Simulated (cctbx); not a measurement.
# From intensities to atoms

Cell a = 6.9870 Å, b = 6.9870 Å, c = 4.1710 Å, α = 90.00°, β = 90.00°, γ = 90.00°; space group P4/mbm (no. 127); content Er4 Ge4 Cu2.

Simulated single-crystal data (cctbx): Mo Kα, λ = 0.71073 Å, to d = 0.8 Å, 50 % of the full sphere, strongest reflection 20000 counts, noise from counting, a 4 % proportional error and a noise floor of 8 counts (s.d.); no absorption, and some extinction, which the refinements don't model.

Charge flipping in P1 on normalised amplitudes to 0.9 Å, δ = 1 σ, 20 % of the reflections treated as weak, 600 cycles:

```text
cycle      R  skewness
    0  0.636     0.12
   50  0.438     1.32
  100  0.439     1.40
  150  0.438     1.36
  200  0.465     1.50
  250  0.463     1.45
  300  0.487     2.67
  350  0.486     2.42
  400  0.484     2.37
  450  0.493     2.49
  500  0.475     2.34
  550  0.474     2.39
origin shift          correlation  skewness
 0.181  0.282 -0.020      0.856      5.28
 0.000  0.832 -0.030      0.751      1.21
 0.436  0.573  0.014      0.772      0.59
 0.389  0.341  0.115      0.736      1.07
taken: symmetry correlation 0.856, skewness 5.28
peak      x       y       z  mult  height/sigma
Q1    0.1802  0.3198  0.0000    4     13.7
Q2    0.0000  0.0000  0.5000    2      5.3
Q3    0.1387  0.6387  0.5000    4      4.7
Q4    0.0929  0.4071  0.5000    4      1.5
Q5    0.1084  0.3916  0.2508    8      1.2
Q6    0.0638  0.1302  0.3447   16      1.1
Q7    0.1045  0.6045  0.1572    8      1.1
Q8    0.2336  0.7336  0.2425    8      1.0
```

The origin is taken among those within 0.04 of the best correlation, by the skewness of the map.

Run time: 0.56 s on 1 thread of Arm Neoverse N1, with other jobs on the host, peak memory 0.07 GiB.

**Question.** Which peaks are atoms, and which elements?

Heights follow Z only loosely here, so the multiplicities, which must add up to the content, decide. First model: Q1 = Er1 (4 in the cell, height 13.7), Q2 = Cu1 (2 in the cell, height 5.3) and Q3 = Ge1 (4 in the cell, height 4.7). Against the true structure, Q1 is Er, Q2 is Cu and Q3 is Ge; the other peaks are not atoms.

Least squares on F², isotropic:

```text
Rint 0.034, 132 unique reflections to 0.80 A
cycle     R1     wR2    GooF  max shift (A)
   1  0.1691  0.3876  16.572   0.10205
   2  0.0181  0.0448   1.917   0.00002
final R1 0.0181 wR2 0.0448 GooF 1.917  parameters 5  data/parameter 26.4
atom        x        y        z      Ueq    occ   su(xyz)  su(Uiso or U11)
Er1    0.18091  0.31909  0.00000   0.0040  1.000  0.00004  0.0003
Cu1    0.00000  0.00000  0.50000   0.0068  1.000  0.00000  0.0005
Ge1    0.12837  0.62837  0.50000   0.0098  1.000  0.00013  0.0003
difference map: max 1.52 min -2.92 rms 0.37
Q1    0.1081  0.2617  0.5000    8    1.55  1.82 A from Ge1
Q2    0.0658  0.6851  0.5000    8    1.49  0.59 A from Ge1
Q3    0.0986  0.4014  0.5000    4    1.22  1.60 A from Ge1
Q4    0.0000  0.0000  0.0000    2    1.07  2.09 A from Cu1
Q5    0.1398  0.8392  0.0000    8    0.91  1.26 A from Er1
```

Anisotropic refinement:

```text
Rint 0.034, 132 unique reflections to 0.80 A
cycle     R1     wR2    GooF  max shift (A)
   1  0.0182  0.0449   1.956   0.00090
   2  0.0144  0.0329   1.434   0.00000
final R1 0.0144 wR2 0.0329 GooF 1.434  parameters 10  data/parameter 13.2
atom        x        y        z      Ueq    occ   su(xyz)  su(Uiso or U11)
Er1    0.18090  0.31910  0.00000   0.0041  1.000  0.00003  0.0002
Cu1    0.00000  0.00000  0.50000   0.0070  1.000  0.00000  0.0005
Ge1    0.12828  0.62828  0.50000   0.0100  1.000  0.00010  0.0003
difference map: max 1.49 min -1.77 rms 0.32
Q1    0.1036  0.2610  0.5000    8    1.54  1.80 A from Ge1
Q2    0.0916  0.4084  0.5000    4    1.18  1.56 A from Ge1
Q3    0.0000  0.0000  0.0000    2    0.99  2.09 A from Cu1
Q4    0.1383  0.8424  0.0000    8    0.79  1.27 A from Er1
Q5    0.0502  0.4498  0.0000    4    0.72  1.29 A from Er1
Q6    0.0345  0.6311  0.0000    8    0.67  1.54 A from Er1
```

**Reading.** The refinement ends at R1 = 0.0144, wR2 = 0.0329, GooF = 1.43, with difference density between -1.77 and 1.49 e/Å³. Every site matches the true model in element, within 0.001 Å r.m.s., up to an allowed shift of origin.

True model:

| atom | mult. | x | y | z | Ueq (Å²) |
| --- | --- | --- | --- | --- | --- |
| Er1 | 4 | 0.8191 | 0.6809 | 1/2 | 0.0048 |
| Ge1 | 4 | 0.3716 | 0.1284 | 0 | 0.0105 |
| Cu1 | 2 | 0 | 0 | 0 | 0.0075 |

The model was made for the exercise: a known structure type with other elements put in, its volume estimated, not relaxed; displacement parameters are assumed.

[Middle refinement cycles are left out of these outputs.]

[Logs are printed without paths, hosts, clocks, repeated set-up lines and the standing remarks that a program may print on its own settings, such as how far it seeks lower states.]
